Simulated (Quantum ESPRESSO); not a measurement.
# NiTe2 (Melonite): which magnetic order is lowest

A self-consistent run ends on one state, which hangs on the start. Several orders of NiTe2 (Melonite) are started in Quantum ESPRESSO and their energies compared.

Method: LDA; plane waves with GBRV 1.5 LDA potentials, no spin-orbit coupling, in Quantum ESPRESSO 7.5.

Report form: the programs' logs are mostly left out.

The database entry behind the starting cell differs from later determinations by our own check (c about 0.7 % long), so it need not match the best structure at ambient conditions.

### 1. Set-up

The structure is trigonal, space group P-3m1 (No. 164). Conventional cell: a = 3.861 Å, b = 3.861 Å, c = 5.297 Å, α = 90.00°, β = 90.00°, γ = 120.00°. Nearest to Ni lie 6 Te at 2.59 Å. Te has 3 Ni at 2.59 Å nearest. Farther neighbours and most contacts between anions are not listed.

The cell comes from the Crystallography Open Database.

### 2. Run 1 (ferro +)

The signs are those of the starting moments on the seeded atoms, the atoms that are given a moment.

Input file pw.in:

```
&CONTROL
  calculation = 'scf'
  prefix = 'pwscf'
  outdir = './tmp'
  pseudo_dir = './pseudo'
  disk_io = 'nowf'
/
&SYSTEM
  ibrav = 0
  nat = 3
  ntyp = 2
  ecutwfc = 40
  ecutrho = 280
  nbnd = 23
  occupations = 'smearing'
  smearing = 'fd'
  degauss = 0.00367493
  nspin = 2
  starting_magnetization(1) = 0.1111
  starting_magnetization(2) = 0
/
&ELECTRONS
  conv_thr = 6d-09
  electron_maxstep = 150
  mixing_beta = 0.3
/
ATOMIC_SPECIES
Ni     58.6934 ni_lda_v1.4.uspp.F.UPF
Te    127.6000 te_lda_v1.uspp.F.UPF
CELL_PARAMETERS angstrom
   3.8610000000    0.0000000000    0.0000000000
  -1.9305000000    3.3437240840    0.0000000000
   0.0000000000    0.0000000000    5.2970000000
ATOMIC_POSITIONS crystal
Ni      0.0000000000    0.0000000000    0.0000000000
Te      0.3333333333    0.6666666667    0.2500000000
Te      0.6666666667    0.3333333333    0.7500000000
K_POINTS automatic
6 6 6 0 0 0
```

Started as:

```console
$ OMP_NUM_THREADS=1 mpirun -n 4 pw.x -nk 4 -in pw.in > pw.out
```

Wall time 18 s (4 MPI ranks of Intel Xeon Platinum 8488C (Sapphire Rapids), shared host); peak memory 0.45 GiB.

The spin moment in the atom's sphere vanishes on all atoms.

Read from the output:

```yaml
smearing_term_ts: 0.01103 eV
magnetization: 0 μB
absolute_magnetization: 0 μB
final_state: non-magnetic
```

### 3. Start 2: antiferro q=(0,0,1/2) +−

The cell is doubled to 6 atoms to hold this order. The wavevector q is in fractions of the reciprocal vectors of the crystal's primitive cell, as the cells of these inputs are built from it; moments change sign between cells as cos(2π q·R).

Input file pw.in:

```
&CONTROL
  calculation = 'scf'
  prefix = 'pwscf'
  outdir = './tmp'
  pseudo_dir = './pseudo'
  disk_io = 'nowf'
/
&SYSTEM
  ibrav = 0
  nat = 6
  ntyp = 3
  ecutwfc = 40
  ecutrho = 280
  nbnd = 40
  occupations = 'smearing'
  smearing = 'fd'
  degauss = 0.00367493
  nspin = 2
  starting_magnetization(1) = 0.1111
  starting_magnetization(2) = -0.1111
  starting_magnetization(3) = 0
/
&ELECTRONS
  conv_thr = 1.2d-08
  electron_maxstep = 150
  mixing_beta = 0.3
/
ATOMIC_SPECIES
Ni1    58.6934 ni_lda_v1.4.uspp.F.UPF
Ni2    58.6934 ni_lda_v1.4.uspp.F.UPF
Te    127.6000 te_lda_v1.uspp.F.UPF
CELL_PARAMETERS angstrom
   3.8610000000    0.0000000000    0.0000000000
  -1.9305000000    3.3437240840    0.0000000000
   0.0000000000    0.0000000000   10.5940000000
ATOMIC_POSITIONS crystal
Ni1     0.0000000000    0.0000000000    0.0000000000
Ni2     0.0000000000    0.0000000000    0.5000000000
Te      0.3333333333    0.6666666667    0.1250000000
Te      0.3333333333    0.6666666667    0.6250000000
Te      0.6666666667    0.3333333333    0.3750000000
Te      0.6666666667    0.3333333333    0.8750000000
K_POINTS automatic
6 6 3 0 0 0
```

It took 44 s on 4 MPI ranks; peak memory 0.81 GiB.

Spin moment in the atom's sphere by atom:

```
atom  spin moment in the atom's sphere (μB)
 Ni1                                 0.0001
 Ni2                                 0.0000
 Te3                                 0.0000
 Te4                                 0.0000
 Te5                                 0.0000
 Te6                                 0.0000
```

This step gave:

```
smearing term TS       : 0.02206 eV
magnetization          : 0 μB
absolute magnetization : 0 μB
final state            : non-magnetic
```

### 4. Run 3 (antiferro q=(0,1/2,0) +−)

The cell is doubled to 6 atoms to hold this order.

Input file pw.in:

```
&CONTROL
  calculation = 'scf'
  prefix = 'pwscf'
  outdir = './tmp'
  pseudo_dir = './pseudo'
  disk_io = 'nowf'
/
&SYSTEM
  ibrav = 0
  nat = 6
  ntyp = 3
  ecutwfc = 40
  ecutrho = 280
  nbnd = 40
  occupations = 'smearing'
  smearing = 'fd'
  degauss = 0.00367493
  nspin = 2
  starting_magnetization(1) = 0.1111
  starting_magnetization(2) = -0.1111
  starting_magnetization(3) = 0
/
&ELECTRONS
  conv_thr = 1.2d-08
  electron_maxstep = 150
  mixing_beta = 0.3
/
ATOMIC_SPECIES
Ni1    58.6934 ni_lda_v1.4.uspp.F.UPF
Ni2    58.6934 ni_lda_v1.4.uspp.F.UPF
Te    127.6000 te_lda_v1.uspp.F.UPF
CELL_PARAMETERS angstrom
   3.8610000000    0.0000000000    0.0000000000
  -3.8610000000    6.6874481680    0.0000000000
   0.0000000000    0.0000000000    5.2970000000
ATOMIC_POSITIONS crystal
Ni1     0.0000000000    0.0000000000    0.0000000000
Ni2     0.0000000000    0.5000000000    0.0000000000
Te      0.3333333333    0.3333333334    0.2500000000
Te      0.3333333333    0.8333333333    0.2500000000
Te      0.6666666667    0.1666666666    0.7500000000
Te      0.6666666667    0.6666666666    0.7500000000
K_POINTS automatic
6 3 6 0 0 0
```

It took 85 s on 4 MPI ranks; peak memory 0.92 GiB.

The spin moment in the atom's sphere vanishes on all atoms.

Numbers from this step:

- smearing term TS: 0.02206 eV
- magnetization: 0 μB
- absolute magnetization: 0 μB
- final state: non-magnetic

### 5. Start 4: no spin polarisation

Input file pw.in:

```
&CONTROL
  calculation = 'scf'
  prefix = 'pwscf'
  outdir = './tmp'
  pseudo_dir = './pseudo'
  disk_io = 'nowf'
/
&SYSTEM
  ibrav = 0
  nat = 3
  ntyp = 2
  ecutwfc = 40
  ecutrho = 280
  nbnd = 22
  occupations = 'smearing'
  smearing = 'fd'
  degauss = 0.00367493
/
&ELECTRONS
  conv_thr = 6d-09
  electron_maxstep = 150
  mixing_beta = 0.3
/
ATOMIC_SPECIES
Ni     58.6934 ni_lda_v1.4.uspp.F.UPF
Te    127.6000 te_lda_v1.uspp.F.UPF
CELL_PARAMETERS angstrom
   3.8610000000    0.0000000000    0.0000000000
  -1.9305000000    3.3437240840    0.0000000000
   0.0000000000    0.0000000000    5.2970000000
ATOMIC_POSITIONS crystal
Ni      0.0000000000    0.0000000000    0.0000000000
Te      0.3333333333    0.6666666667    0.2500000000
Te      0.6666666667    0.3333333333    0.7500000000
K_POINTS automatic
6 6 6 0 0 0
```

Run time: 9 s. Hardware: 4 MPI ranks; peak memory 0.4 GiB; 35 s of CPU time.

Numbers from this step:

```yaml
smearing_term_ts: 0.01103 eV
final_state: non-magnetic (no spin polarisation)
```

### 6. Ranking

An order is kept where moments of 0.15 μB or more survive with the typed signs; meshes match where a doubled cell samples the same k points as the first cell.

Orders:

```
                   start   final state  typed order kept  energy over the lowest (meV a seeded atom)  largest site moment (μB)  net moment (μB a cell of the first run)  mesh matched  CPU time (s)
                 ferro +  non-magnetic                no                                           0                         0                                        0           yes         70.66
antiferro q=(0,0,1/2) +-  non-magnetic                no                                           0                         0                                        0           yes           176
antiferro q=(0,1/2,0) +-  non-magnetic                no                                           0                         0                                        0           yes         337.2
    no spin polarisation  non-magnetic                 -                                           0                         0                                        0           yes         34.74
```

### 7. Summary of results

| Item | Value |
| --- | --- |
| lowest state found | non-magnetic (from ferro +, antiferro q=(0,0,1/2) +-, antiferro q=(0,1/2,0) +- and no spin polarisation) |
| largest site moment | 0 μB |

In words: The lowest state carries no moment, and no start kept one. This is the lowest of 4 collinear or spinless starts, no proof of the ground state.

[Logs and program files are shortened in this print: banners, set-up blocks, solver, clock and traceback lines can be left out without a mark of their own.]

[Logs are printed without paths, hosts, clocks, repeated set-up lines and the standing remarks that a program may print on its own settings, such as how far it seeks lower states.]

[Hosts, paths, dates, database ids (printed as entryN), source tags and the programs' standing remarks are cut or masked in the printed files.]

[Where a cell is said to come from a database of computed structures, the database is the Materials Project.]
